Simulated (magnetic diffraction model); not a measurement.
## Which magnetic order? Cr3SnP

Space group Pm-3m (no. 221), a = 4.0690 Å.

| site | atom | x | y | z |
| --- | --- | --- | --- | --- |
| 1a | Sn | 0 | 0 | 0 |
| 3c | Cr | 1/2 | 1/2 | 0 |
| 1b | P | 1/2 | 1/2 | 1/2 |

The compound is invented for this exercise: a known structure type with other elements, its cell scaled to their sizes and not relaxed.

Only Cr is taken to order (form factors of Cr2+); orders and moment sizes are assumed, and not adapted to the symmetry. Radiation: neutrons of λ = 2.0775 Å, 3° to 80°; isotropic B of 0.36 Å² (Sn), 0.37 Å² (Cr) and 0.41 Å² (P). The intensities are simulated: I ∝ L Σ (|F_N|² + |F_M⊥|²) for unpolarised neutrons, with F_M = 2.695 fm/μB × Σ f(s) S exp(2πi Q·r) exp(−B s²) at Q = H ± k (one set where k and −k are equivalent), only the part normal to Q counting and L = 1/(sin²θ cos θ). For collinear order S is the moment m, which repeats by lattice and centring translations R with the sign exp(−2πi k·R). Form factors are spin-only for 3d ions and dipole or tabulated for f ions, scattering lengths are Sears's of 1992, and absorption is left out. A label names one of the reflections at its angle. The strongest nuclear line in the range is 100, and lines under 0.2 are left out.

Above the ordering temperature:

```csv
2θ (°),index,I
29.58,(1 0 0),4.8
42.33,(1 1 0),45.4
52.48,(1 1 1),50.2
61.40,(2 0 0),100.0
69.62,(2 1 0),4.2
77.41,(2 1 1),34.5
```

Below it (cell unchanged):

| 2θ (°) | I |
| --- | --- |
| 20.80 | 22.5 |
| 29.58 | 4.8 |
| 36.44 | 3.5 |
| 42.33 | 45.4 |
| 47.61 | 4.6 |
| 52.48 | 50.2 |
| 57.06 | 3.5 |
| 61.40 | 100.0 |
| 65.58 | 0.9 |
| 69.62 | 4.2 |
| 73.55 | 0.7 |
| 77.41 | 34.5 |

**Question.** Check that the new lines index with k = (1/2 0 1/2), then choose among these models:
A. collinear moments along [101], 1.13 μB on Cr; signs + at (1/2, 1/2, 0), + at (0, 1/2, 1/2), + at (1/2, 0, 1/2)
B. collinear moments along [101], 1.13 μB on Cr; signs + at (1/2, 1/2, 0), − at (0, 1/2, 1/2), − at (1/2, 0, 1/2)
C. collinear moments along [010], 1.13 μB on Cr; signs + at (1/2, 1/2, 0), − at (0, 1/2, 1/2), − at (1/2, 0, 1/2)
D. collinear moments along [010], 1.13 μB on Cr; signs + at (1/2, 1/2, 0), + at (0, 1/2, 1/2), + at (1/2, 0, 1/2)

The new lines index as (1/2 0 1/2) at 20.80°, (1/2 1 1/2) at 36.44°, (3/2 0 1/2) at 47.61° and (3/2 1 1/2) at 57.06°, that is as H ± k with k = (1/2 0 1/2), one of 3 inequivalent arms of its star (k and −k counted as one), which a powder can't tell apart. Half indices mean that the moments reverse under translations with k·R a half-integer, and the magnetic cell has twice the primitive volume.

Magnetic intensity, observed (below minus above) and for each model:

| 2θ (°) | index | observed | A | B | C | D |
| --- | --- | --- | --- | --- | --- | --- |
| 20.80 | (1/2 0 1/2) | 22.5 | 3.8 | 18.8 | 22.5 | 22.5 |
| 36.44 | (1/2 1 1/2) | 3.5 | 7.7 | 10.1 | 3.5 | 3.5 |
| 47.61 | (3/2 0 1/2) | 4.6 | 3.2 | 1.4 | 4.6 | 4.6 |
| 57.06 | (3/2 1 1/2) | 3.5 | 3.9 | 2.5 | 3.5 | 3.5 |
| 65.58 | (3/2 0 3/2) | 0.9 | 1.4 | 2.0 | 0.9 | 0.9 |
| 73.55 | (3/2 1 3/2) | 0.7 | 0.3 | 0.8 | 0.7 | 0.7 |

Models C and D match alike on every line, so these data can't choose among them (such ties are often domains of one structure).

The structure used: k = (1/2 0 1/2), collinear moments along [010], 1.13 μB on Cr; signs + at (1/2, 1/2, 0), − at (0, 1/2, 1/2), − at (1/2, 0, 1/2).

[Logs are printed without paths, hosts, clocks, repeated set-up lines and the standing remarks that a program may print on its own settings, such as how far it seeks lower states.]
